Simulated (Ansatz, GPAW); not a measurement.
# Optical response of Zn3RhN (model structure)

Aim: the dielectric function of Zn3RhN (model structure), and the optical constants that follow from it. The cell was made here by substitution or stacking, whether or not such a phase is known. It was built so: All Ir replaced by Rh and Mn replaced by Zn in the Pm-3m structure of Mn3IrN. The cell is first relaxed with Ansatz.

Main program and level: GPAW 26.7.0; DFT, PBE, plane-wave PAW (GPAW data sets), scalar-relativistic, RPA, optical limit.

## (1) The starting structure

The structure is cubic, space group Pm-3m (No. 221). The conventional cell has a = 3.633 Å, b = 3.633 Å, c = 3.633 Å, α = 90.00°, β = 90.00°, γ = 90.00°. Rh has 12 Zn at 2.57 Å nearest. Nearest to Zn lie 2 N at 1.82 Å. N has 6 Zn at 1.82 Å nearest. All Ir replaced by Rh and Mn replaced by Zn in the Pm-3m structure of Mn3IrN. Farther neighbours and most contacts between anions are not listed.

## (2) Relaxation

Spectra hang on bond lengths, so the cell is first brought to its minimum.

This step: DFT, PBE, plane-wave PAW, default files, scalar-relativistic, relaxation (Ansatz 0.2.0).

The input, input.yaml:

```yaml
crystal:
  lattice:
    - [3.63305564, 0.0, 0.0]
    - [0.0, 3.63305564, 0.0]
    - [0.0, 0.0, 3.63305564]
  atoms:
    - { symbol: Rh, position: [0.0, 0.0, 0.0] }
    - { symbol: Zn, position: [0.5, 0.5, 0.0] }
    - { symbol: Zn, position: [0.5, 0.0, 0.5] }
    - { symbol: Zn, position: [0.0, 0.5, 0.5] }
    - { symbol: "N", position: [0.5, 0.5, 0.5] }
kpoints:
  mp_grid: { grid: [6, 6, 6] }
scf:
  occupations: { method: fermi_dirac, width: 0.05 }
hamiltonian:
  xc: pbe
output:
  forces: true
  stress: true
relax:
  f_tol: 0.02
  max_steps: 50
  cell: {}
```

Launch:

```bash
ansatz run input.yaml --threads 1 --pin off --max-ram 4096MiB --backend cpu --events-out ev --progress --plain --runs-dir out
```

Numbers of over 12 decimals in the logs are rounded to 6 here.

The log of the run:

```text
Engine: ansatz 0.2.0, aarch64-unknown-linux-gnu
Pseudopotentials: kind: paw
Pseudopotential: Rh, paw, valence charge 17, recommended cutoff 420 eV (normal), Rh.paw.azcp
Pseudopotential: Zn, paw, valence charge 12, recommended cutoff 420 eV (normal), Zn.paw.azcp
Pseudopotential: N, paw, valence charge 5, recommended cutoff 420 eV (normal), N.paw.azcp
Functional definition: PBE
  parameter kappa = 0.804
  parameter beta = 0.066725
  exchange = pbe_x(kappa = kappa, mu = beta*pi^2/3)
  correlation = pbe_c(beta = beta)
Crystal: 5 atoms, lattice volume = 47.953 Å³
Basis set: ecut = 420 eV, 925 PW (Γ), exchange–correlation on 50×50×50 points (8 copies of the dense FFT grid, shifted against one another)
Bands: 35, of which v1, the nominal top of the filled ones, is band 29 counted from 1 (28 counted from 0)
Symmetry: 48 space group operations
Space group: Pm-3m (ITA 221), of the structure as read, at distance tolerance 3.6e-5 Å
k-points: 20 of 216
Non-local potential: Rh, projectors of the file, l = 0: 3, l = 1: 2, l = 2: 2, l = 3: 1
Non-local potential: Zn, projectors of the file, l = 0: 2, l = 1: 2, l = 2: 3, l = 3: 1
Non-local potential: N, projectors of the file, l = 0: 2, l = 1: 2, l = 2: 1
PAW form: soft (Blöchl's): semilocal exchange-correlation on the pseudo side does not see the compensation charge
PAW one-centre angular grid: Rh, 590 points (default); XC on 64 Gauss nodes
PAW one-centre angular grid: Zn, 590 points (default); XC on 64 Gauss nodes
PAW one-centre angular grid: N, 110 points (default); XC on 64 Gauss nodes
Initial density: superposition of atomic densities (neutral atoms: chi_scale 0, normalization atom), corrected by the library's trained network
Initial wavefunctions: pseudopotential atomic-orbital guess
Functional: x = pbe(κ = 0.804, μ = 0.219515), c = pbe(β = 0.066725)
SCF iter   1: F=—  HF=-16738.694057 eV  |F-HF|=—  |Δ(HF+E_count)|=         —  Δρ=1.07e-2  dr2=6.42e-2  ethr=1.77e-3  ⟨swp⟩=6.7  Hψ=3082  notcnv=0  defer=1
preconditioner: auto → Kerker (q_TF=auto, 2.816 Å⁻¹)  [metal: Δε(μ)=0.049 eV  Ē_g=12.414 eV  σ=0.050 eV  W_gap=0.23  n_scr=18 (ndim 8)  ℏωp=37.9 eV  f_vac=0.000  D(μ)=2.13/eV (n_scr^D=18)]
SCF iter   2: F=—  HF=-16738.687943 eV  |F-HF|=—  |Δ(HF+E_count)|=   6.11e-3  Δρ=4.72e-3  dr2=1.62e-2  ethr=1.11e-4  ⟨swp⟩=1.9  Hψ=948  notcnv=0  defer=6
SCF iter   3: F=—  HF=-16738.685946 eV  |F-HF|=—  |Δ(HF+E_count)|=   2.00e-3  Δρ=1.57e-3  dr2=1.35e-3  ethr=2.80e-5  ⟨swp⟩=2.9  Hψ=1202  notcnv=0  defer=6
SCF iter   4: F=—  HF=-16738.685563 eV  |F-HF|=—  |Δ(HF+E_count)|=   3.82e-4  Δρ=6.85e-4  dr2=1.94e-4  ethr=2.33e-6  ⟨swp⟩=2.1  Hψ=1052  notcnv=0  defer=6
SCF iter   5: F=—  HF=-16738.685516 eV  |F-HF|=—  |Δ(HF+E_count)|=   4.73e-5  Δρ=1.68e-4  dr2=2.46e-5  ethr=3.34e-7  ⟨swp⟩=2.5  Hψ=1221  notcnv=0  defer=6
SCF iter   6: F=—  HF=-16738.685277 eV  |F-HF|=—  |Δ(HF+E_count)|=   2.39e-4  Δρ=4.65e-5  dr2=5.55e-7  ethr=4.23e-8  ⟨swp⟩=2.1  Hψ=1173  notcnv=0  defer=6
SCF iter   7: F=-16738.685277 eV  HF=-16738.685277 eV  |F-HF|=5.60e-8  |Δ(HF+E_count)|=   1.17e-7  Δρ=1.07e-5  dr2=7.74e-8  ethr=1.72e-10  ⟨swp⟩=5.2  Hψ=2907  notcnv=0
SCF 1 converged in 7 iterations: F = -16738.685277 eV  dr2 = 7.74e-8
  greatest PAW one-centre occupation: 1.000 electrons in one spin orbital (limit 2), on the Rh atom at site 0 (counted from 0), in its partial waves of l = 0
relax step   1: F+E_penalty+E_count = -16738.68527678 eV  Δ(F+E_penalty+E_count) = +0.000e0 eV  max|allowed force component| = 1.590e-28 eV/Å  Δτ_max = 0.0000 Å  P = +90.642 GPa  Ω = 47.953 Å³  (7 SCF iters, dr2 threshold 1.00e-7 eV, accepted)
Crystal: 5 atoms, lattice volume = 55.314 Å³
Basis set: ecut = 420 eV, 1045 PW (Γ), exchange–correlation on 50×50×50 points (8 copies of the dense FFT grid, shifted against one another)
Initial density: handed on by an earlier stage of this run
Initial wavefunctions: those handed on with the density
iter 1 solved again at ethr=8.29e-4 eV; its pass at ethr=3.10e-3 eV (dr2=4.81e-1 eV) is discarded
SCF iter   1: F=—  HF=-16741.550516 eV  |F-HF|=—  |Δ(HF+E_count)|=         —  Δρ=2.82e-2  dr2=4.81e-1  ethr=8.29e-4  ⟨swp⟩=1.1  Hψ=4072  notcnv=0
preconditioner: auto → Kerker (q_TF=auto, 2.750 Å⁻¹)  [metal: Δε(μ)=0.111 eV  Ē_g=11.309 eV  σ=0.050 eV  W_gap=0.46  n_scr=18 (ndim 8)  ℏωp=35.3 eV  f_vac=0.000  D(μ)=1.65/eV (n_scr^D=6)]
SCF iter   2: F=—  HF=-16741.471213 eV  |F-HF|=—  |Δ(HF+E_count)|=   7.93e-2  Δρ=1.37e-2  dr2=1.27e-1  ethr=8.29e-4  ⟨swp⟩=2.0  Hψ=881  notcnv=0
SCF iter   3: F=—  HF=-16741.445667 eV  |F-HF|=—  |Δ(HF+E_count)|=   2.55e-2  Δρ=3.70e-3  dr2=4.83e-3  ethr=2.19e-4  ⟨swp⟩=2.0  Hψ=1438  notcnv=0  defer=12
SCF iter   4: F=—  HF=-16741.443483 eV  |F-HF|=—  |Δ(HF+E_count)|=   2.18e-3  Δρ=1.70e-3  dr2=6.03e-4  ethr=8.32e-6  ⟨swp⟩=2.0  Hψ=1268  notcnv=0  defer=13
SCF iter   5: F=—  HF=-16741.443632 eV  |F-HF|=—  |Δ(HF+E_count)|=   1.49e-4  Δρ=3.99e-4  dr2=1.22e-4  ethr=1.04e-6  ⟨swp⟩=2.0  Hψ=1165  notcnv=0  defer=13
SCF iter   6: F=—  HF=-16741.443911 eV  |F-HF|=—  |Δ(HF+E_count)|=   2.79e-4  Δρ=9.48e-5  dr2=5.60e-6  ethr=2.10e-7  ⟨swp⟩=2.0  Hψ=1112  notcnv=0  defer=13
SCF iter   7: F=-16741.443910 eV  HF=-16741.443910 eV  |F-HF|=2.53e-7  |Δ(HF+E_count)|=   9.13e-7  Δρ=2.07e-5  dr2=3.25e-7  ethr=8.62e-10  ⟨swp⟩=3.6  Hψ=3249  notcnv=0
SCF 2 converged in 7 iterations: F = -16741.443910 eV  dr2 = 3.25e-7
relax step   2: F+E_penalty+E_count = -16741.44390953 eV  Δ(F+E_penalty+E_count) = -2.759e0 eV  max|allowed force component| = 4.786e-30 eV/Å  Δτ_max = 0.0000 Å  P = +36.304 GPa  Ω = 55.314 Å³  energy of the carried Pulay correction = -1.921e-2 eV  (7 SCF iters, dr2 threshold 5.00e-7 eV, accepted)
Crystal: 5 atoms, lattice volume = 61.612 Å³
Basis set: ecut = 420 eV, 1213 PW (Γ), exchange–correlation on 50×50×50 points (8 copies of the dense FFT grid, shifted against one another)
iter 1 solved again at ethr=4.41e-4 eV; its pass at ethr=3.10e-3 eV (dr2=2.56e-1 eV) is discarded
SCF iter   1: F=—  HF=-16742.355510 eV  |F-HF|=—  |Δ(HF+E_count)|=         —  Δρ=1.86e-2  dr2=2.56e-1  ethr=4.41e-4  ⟨swp⟩=1.5  Hψ=3961  notcnv=0
preconditioner: auto → Kerker (q_TF=auto, 2.701 Å⁻¹)  [metal: Δε(μ)=0.105 eV  Ē_g=10.462 eV  σ=0.050 eV  W_gap=0.45  n_scr=18 (ndim 8)  ℏωp=33.5 eV  f_vac=0.000  D(μ)=1.49/eV (n_scr^D=6)]
SCF iter   2: F=—  HF=-16742.320271 eV  |F-HF|=—  |Δ(HF+E_count)|=   3.52e-2  Δρ=9.15e-3  dr2=6.76e-2  ethr=4.41e-4  ⟨swp⟩=2.0  Hψ=807  notcnv=0
SCF iter   3: F=—  HF=-16742.309589 eV  |F-HF|=—  |Δ(HF+E_count)|=   1.07e-2  Δρ=2.15e-3  dr2=1.71e-3  ethr=1.17e-4  ⟨swp⟩=2.0  Hψ=1326  notcnv=0  defer=1
SCF iter   4: F=—  HF=-16742.309300 eV  |F-HF|=—  |Δ(HF+E_count)|=   2.89e-4  Δρ=9.46e-4  dr2=2.20e-4  ethr=2.96e-6  ⟨swp⟩=2.0  Hψ=1263  notcnv=0  defer=2
SCF iter   5: F=—  HF=-16742.309612 eV  |F-HF|=—  |Δ(HF+E_count)|=   3.12e-4  Δρ=3.46e-4  dr2=9.73e-5  ethr=3.79e-7  ⟨swp⟩=2.0  Hψ=1225  notcnv=0  defer=2
SCF iter   6: F=—  HF=-16742.309604 eV  |F-HF|=—  |Δ(HF+E_count)|=   7.44e-6  Δρ=1.16e-4  dr2=4.40e-6  ethr=1.68e-7  ⟨swp⟩=2.0  Hψ=1109  notcnv=0  defer=2
SCF iter   7: F=-16742.309603 eV  HF=-16742.309603 eV  |F-HF|=2.51e-7  |Δ(HF+E_count)|=   1.21e-6  Δρ=2.89e-5  dr2=3.03e-7  ethr=8.62e-10  ⟨swp⟩=5.0  Hψ=2769  notcnv=0
SCF 3 converged in 7 iterations: F = -16742.309603 eV  dr2 = 3.03e-7
relax step   3: F+E_penalty+E_count = -16742.30960261 eV  Δ(F+E_penalty+E_count) = -8.657e-1 eV  max|allowed force component| = 1.231e-29 eV/Å  Δτ_max = 0.0000 Å  P = +10.608 GPa  Ω = 61.612 Å³  energy of the carried Pulay correction = -3.361e-2 eV  (7 SCF iters, dr2 threshold 5.00e-7 eV, accepted)
[...]
relax step   4: F+E_penalty+E_count = -16742.41913345 eV  Δ(F+E_penalty+E_count) = -1.095e-1 eV  max|allowed force component| = 9.815e-30 eV/Å  Δτ_max = 0.0000 Å  P = +1.919 GPa  Ω = 64.647 Å³  energy of the carried Pulay correction = -3.999e-2 eV  (7 SCF iters, dr2 threshold 5.00e-7 eV, accepted)
[...]
relax step   5: F+E_penalty+E_count = -16742.42201487 eV  Δ(F+E_penalty+E_count) = -2.881e-3 eV  max|allowed force component| = 1.352e-29 eV/Å  Δτ_max = 0.0000 Å  P = -0.089 GPa  Ω = 65.441 Å³  energy of the carried Pulay correction = -4.160e-2 eV  (6 SCF iters, dr2 threshold 5.00e-7 eV, accepted)
[...]
relax step   6: F+E_penalty+E_count = -16742.42209672 eV  Δ(F+E_penalty+E_count) = -8.186e-5 eV  max|allowed force component| = 5.022e-30 eV/Å  Δτ_max = 0.0000 Å  P = -0.000 GPa  Ω = 65.405 Å³  energy of the carried Pulay correction = -4.153e-2 eV  (6 SCF iters, dr2 threshold 1.99e-8 eV, accepted)
[...]
relax step   7: F+E_penalty+E_count = -16742.55476921 eV  Δ(F+E_penalty+E_count) = -1.327e-1 eV  max|allowed force component| = 5.995e-30 eV/Å  Δτ_max = 0.0000 Å  P = +2.692 GPa  Ω = 65.405 Å³  stress off target by 2.69e0 GPa  SCF on the basis re-selected at this cell (its energy is not comparable with the rows above)  (9 SCF iters)
[...]
relax step   8: F+E_penalty+E_count = -16742.56341328 eV  Δ(F+E_penalty+E_count) = -8.644e-3 eV  max|allowed force component| = 6.732e-30 eV/Å  Δτ_max = 0.0000 Å  P = +0.532 GPa  Ω = 66.487 Å³  energy of the carried Pulay correction = -2.125e-3 eV  (6 SCF iters, dr2 threshold 5.00e-7 eV, accepted)
[...]
relax step   9: F+E_penalty+E_count = -16742.56331525 eV  Δ(F+E_penalty+E_count) = +9.803e-5 eV  max|allowed force component| = 1.041e-29 eV/Å  Δτ_max = 0.0000 Å  P = +0.021 GPa  Ω = 66.759 Å³  energy of the carried Pulay correction = -2.691e-3 eV  (6 SCF iters, dr2 threshold 5.00e-7 eV, accepted)
Basis set: ecut = 420 eV, 1309 PW (Γ), exchange–correlation on 60×60×60 points (8 copies of the dense FFT grid, shifted against one another)
iter 1 solved again at ethr=2.43e-7 eV; its pass at ethr=3.10e-3 eV (dr2=1.41e-4 eV) is discarded
SCF iter   1: F=—  HF=-16742.566029 eV  |F-HF|=—  |Δ(HF+E_count)|=         —  Δρ=1.03e-4  dr2=1.41e-6  ethr=2.43e-7  ⟨swp⟩=3.0  Hψ=4520  notcnv=0
preconditioner: auto → Kerker (q_TF=auto, 2.665 Å⁻¹)  [metal: Δε(μ)=0.051 eV  Ē_g=9.858 eV  σ=0.050 eV  W_gap=0.25  n_scr=18 (ndim 8)  ℏωp=32.1 eV  f_vac=0.000  D(μ)=2.42/eV (n_scr^D=18)]
SCF iter   2: F=—  HF=-16742.566142 eV  |F-HF|=—  |Δ(HF+E_count)|=   1.13e-4  Δρ=7.80e-5  dr2=1.61e-6  ethr=2.43e-9  ⟨swp⟩=2.0  Hψ=1199  notcnv=0
SCF iter   3: F=—  HF=-16742.566143 eV  |F-HF|=—  |Δ(HF+E_count)|=   1.26e-6  Δρ=2.33e-5  dr2=1.25e-7  ethr=2.43e-9  ⟨swp⟩=2.2  Hψ=1034  notcnv=0
SCF iter   4: F=—  HF=-16742.566143 eV  |F-HF|=—  |Δ(HF+E_count)|=   9.20e-8  Δρ=3.78e-6  dr2=9.76e-9  ethr=2.15e-10  ⟨swp⟩=2.0  Hψ=1131  notcnv=0
SCF iter   5: F=—  HF=-16742.566143 eV  |F-HF|=—  |Δ(HF+E_count)|=   7.03e-9  Δρ=1.02e-6  dr2=4.31e-10  ethr=1.68e-11  ⟨swp⟩=2.0  Hψ=1113  notcnv=0
SCF iter   6: F=-16742.566143 eV  HF=-16742.566143 eV  |F-HF|=0.00e0  |Δ(HF+E_count)|=  4.26e-10  Δρ=2.22e-7  dr2=2.98e-11  ethr=1.00e-12  ⟨swp⟩=3.1  Hψ=2995  notcnv=0
SCF 10 converged in 6 iterations: F = -16742.566143 eV  dr2 = 2.98e-11
relax step  10: F+E_penalty+E_count = -16742.56614304 eV  Δ(F+E_penalty+E_count) = -2.828e-3 eV  max|allowed force component| = 5.561e-30 eV/Å  Δτ_max = 0.0000 Å  P = +0.007 GPa  Ω = 66.759 Å³  stress off target by 6.91e-3 GPa  SCF on the basis re-selected at this cell (its energy is not comparable with the rows above)  (6 SCF iters)
basis re-selected at this cell: Δ(F+E_penalty+E_count) = -2.828e-3 eV, ΔP = -0.014 GPa vs the last step (what re-selecting the basis moved, of the pressure what is left beyond the Pulay correction that the steps carried, after the strain that the cell walked since its last selection, with what the two solves' SCF thresholds leave and, on support functions, any second-order correction that the steps lacked; it is no measure of the basis error at this ecutwfc). The dense FFT grid was sized anew with the basis: this SCF ran on 30×30×30 points, the steps before it on 27×27×27, so part of this shift can come from that change (see relax.cell in the input reference). [rest of the remark cut]
SCF converged after 6 iterations
Free energy (F): -16742.566143 eV
Harris-Foulkes:  -16742.566143 eV  (|F-HF|=0.00e0)
Internal energy: -16742.546837 eV  (E = F + TS)
E sigma→0 (E₀):  -16742.556490 eV
Entropy (-TS):   -0.019306 eV (-3.861 meV/atom)
Fermi energy:    12.724191 eV
--- Per-component energies (eV) ---
  E_band       = 15.909721
  E_kinetic    = 1097.480586
  E_local      = -6617.971871  (includes V_loc(G=0)·N_el)
  E_nonlocal   = 2247.197782
  E_hartree    = 2640.558022
  E_xc         = -692.561069
  E_vxc        = -509.637574  (∫ρ·V_xc dr)
  E_paw        = -9198.681760  (= ΣΔE_a)
  E_vpaw       = -1482.274876  (= ΣTr[D̂ρ^β])
  E_aug_tail   = -0.000136  (compensation charges beyond the density's cutoff)
  E_ewald      = -6218.568392
  E_smearing   = -0.019306  (= −TS)
  E_closure    = -0.000000  (closes the sum)
  Σ components = -16742.566143   (vs F -16742.566143, Δ=0.00e0)
--- Forces (eV/Å), atoms counted from 1 ---
  atom   1  Rh     0.00000000    -0.00000000     0.00000000
  atom   2  Zn    -0.00000000    -0.00000000     0.00000000
  atom   3  Zn     0.00000000     0.00000000     0.00000000
  atom   4  Zn    -0.00000000    -0.00000000     0.00000000
  atom   5  N     -0.00000000     0.00000000     0.00000000
  max |Σ_I F_I| component: 1.26e-29 eV/Å
--- Stress (GPa, compression-positive) ---
        0.006907       0.000000      -0.000000
        0.000000       0.006907       0.000000
       -0.000000       0.000000       0.006907
  P = ⅓ Tr σ = 0.0069 GPa (0.069 kbar)
--- Relaxed structure (8 steps of the walk, 8 accepted, 2 SCFs on fresh bases) ---
  F+E_penalty+E_count = -16742.56614304 eV   max|allowed force component| = 5.561e-30 eV/Å   (the final SCF, on the basis selected at the relaxed cell)
  cell:  # Å, volume = 66.7590 Å³
    - [4.056672, 0, 0]
    - [0, 4.056672, 0]
    - [0, 0, 4.056672]
  atoms:
    - { symbol: Rh, position: [0, 0, 0] }
    - { symbol: Zn, position: [0.5, 0.5, 0] }
    - { symbol: Zn, position: [0.5, 0, 0.5] }
    - { symbol: Zn, position: [0, 0.5, 0.5] }
    - { symbol: N, position: [0.5, 0.5, 0.5] }
```

Run time: 20 s. Hardware: 1 thread of Arm Neoverse V2, shared host; peak memory 0.36 GiB.

The steps of the relaxation:

```tsv
step	energy less that of the first step (eV)	largest force component (eV/Å)	pressure (GPa)	volume (Å³)
1	0.0000	0.0000	90.64	47.95
2	-2.7586	0.0000	36.30	55.31
3	-3.6243	0.0000	10.61	61.61
4	-3.7339	0.0000	1.92	64.65
5	-3.7367	0.0000	-0.09	65.44
6	-3.7368	0.0000	0.00	65.41
7*	-3.8695	0.0000	2.69	65.41
8	-3.8781	0.0000	0.53	66.49
9	-3.8780	0.0000	0.02	66.76
10*	-3.8809	0.0000	0.01	66.76
```

Relaxation steps marked * repeat the geometry before them on a plane-wave basis chosen anew for their cell, so energy and pressure can jump there.

Forces are held to the 48 operations that the run works with; a distortion that breaks them can't arise in this run.

```tsv
conventional cell, symmetrised	before	after	change
a (Å)	3.633	4.057	+11.7 %
b (Å)	3.633	4.057	+11.7 %
c (Å)	3.633	4.057	+11.7 %
volume (Å³/atom)	9.59	13.35	+39.2 %
```

The relaxed structure:

```xyz
5
Lattice="4.0567 0.0000 0.0000 0.0000 4.0567 0.0000 0.0000 0.0000 4.0567" Properties=species:S:1:pos:R:3 pbc="T T T"
Rh    0.0000    0.0000    0.0000
Zn    2.0283    2.0283    0.0000
Zn    2.0283    0.0000    2.0283
Zn    0.0000    2.0283    2.0283
N     2.0283    2.0283    2.0283
```

The relaxation ends with a pressure of 0.01 GPa.

(Part 1 of 3 ends here.)

[Machine, clock and banner lines and Python warnings are left out of the logs.]

[Logs are printed without paths, hosts, clocks, repeated set-up lines and the standing remarks that a program may print on its own settings, such as how far it seeks lower states.]

[Hosts, paths, dates, database ids (printed as entryN), source tags and the programs' standing remarks are cut or masked in the printed files.]
